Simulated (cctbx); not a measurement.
**A disordered crystal of nominal CaTi2Zn2**

Cell a = 4.1670 Å, b = 4.1670 Å, c = 10.8570 Å, α = 90.00°, β = 90.00°, γ = 90.00°; space group I4/mmm (no. 139); nominal formula CaTi2Zn2.

Simulated single-crystal data (cctbx): synchrotron X-rays, λ = 0.4959 Å, to d = 0.77 Å, 70 % of the full sphere, strongest reflection 5000 counts, noise from counting, a 6 % proportional error and a noise floor of 8 counts (s.d.); no absorption.

With every site full:

```text
Rint 0.060, 86 unique reflections to 0.77 A
cycle     R1     wR2    GooF  max shift (A)
   1  0.0726  0.1531   3.530   0.00258
   2  0.0239  0.0489   1.128   0.00000
final R1 0.0239 wR2 0.0489 GooF 1.128  parameters 7  data/parameter 12.3
atom        x        y        z      Ueq    occ   su(xyz)  su(Uiso or U11)
Zn1    0.50000  0.00000  0.25000   0.0197  1.000  0.00000  0.0004
Ti1    0.50000  0.50000  0.11904   0.0296  1.000  0.00019  0.0006
Ca1    0.00000  0.00000  0.00000   0.0266  1.000  0.00000  0.0009
difference map: max 0.59 min -0.60 rms 0.17
Q1    0.0000  0.3307  0.2369   16    0.59  0.72 A from Zn1
Q2    0.1654  0.1654  0.3708   16    0.40  0.98 A from Ti1
Q3    0.2099  0.2099  0.0000    8    0.39  1.24 A from Ca1
Q4    0.0000  0.5000  0.2168    8    0.39  0.36 A from Zn1
Q5    0.0000  0.2677  0.3317   16    0.38  1.24 A from Ti1
Q6    0.1088  0.2933  0.1080   32    0.32  1.75 A from Ca1
```

With the occupancies of the suspect sites free, each still typed as its main element:

```text
Rint 0.060, 86 unique reflections to 0.77 A
cycle     R1     wR2    GooF  max shift (A)
   1  0.1161  0.2316   5.374   0.00109
   3  0.0177  0.0371   0.861   0.00003
final R1 0.0176 wR2 0.0371 GooF 0.861  parameters 8  data/parameter 10.8
atom        x        y        z      Ueq    occ   su(xyz)  su(Uiso or U11)
Zn1    0.50000  0.00000  0.25000   0.0205  1.000  0.00000  0.0003
Ti1    0.50000  0.50000  0.11892   0.0272  0.945  0.00014  0.0006
Ca1    0.00000  0.00000  0.00000   0.0273  1.000  0.00000  0.0007
su of occupancy Ti1: 0.007
difference map: max 0.44 min -0.50 rms 0.14
Q1    0.0000  0.3070  0.2305   16    0.46  0.83 A from Zn1
Q2    0.1442  0.1442  0.3741   16    0.41  0.85 A from Ti1
Q3    0.0000  0.2854  0.3261   16    0.39  1.22 A from Zn1
Q4    0.2075  0.2075  0.0000    8    0.36  1.22 A from Ca1
Q5    0.1729  0.1729  0.5000    8    0.31  1.64 A from Ti1
Q6    0.0978  0.0978  0.1662   16    0.31  1.89 A from Ca1
```

**Question.** What is the disorder?

X-rays count electrons. Ti1 refines to 0.945(0.007), or 20.8 electrons; the site truly holds 0.94 Ti, 20.7 electrons, which is 0.940 of Ti. A value under 1 can't tell vacancies from a lighter guest, and one over 1 needs a heavier guest; chemistry or a second radiation must settle which. Occupancy correlates with U and the scale, so the match is approximate.

Freeing them takes R1 from 0.0239 to 0.0176 and GooF from 1.13 to 0.86.

The model is made up (kin elements in a known structure type, no relaxation), so it says nothing on whether the phase exists.

[Middle refinement cycles are left out of these outputs.]

[Logs are printed without paths, hosts, clocks, repeated set-up lines and the standing remarks that a program may print on its own settings, such as how far it seeks lower states.]
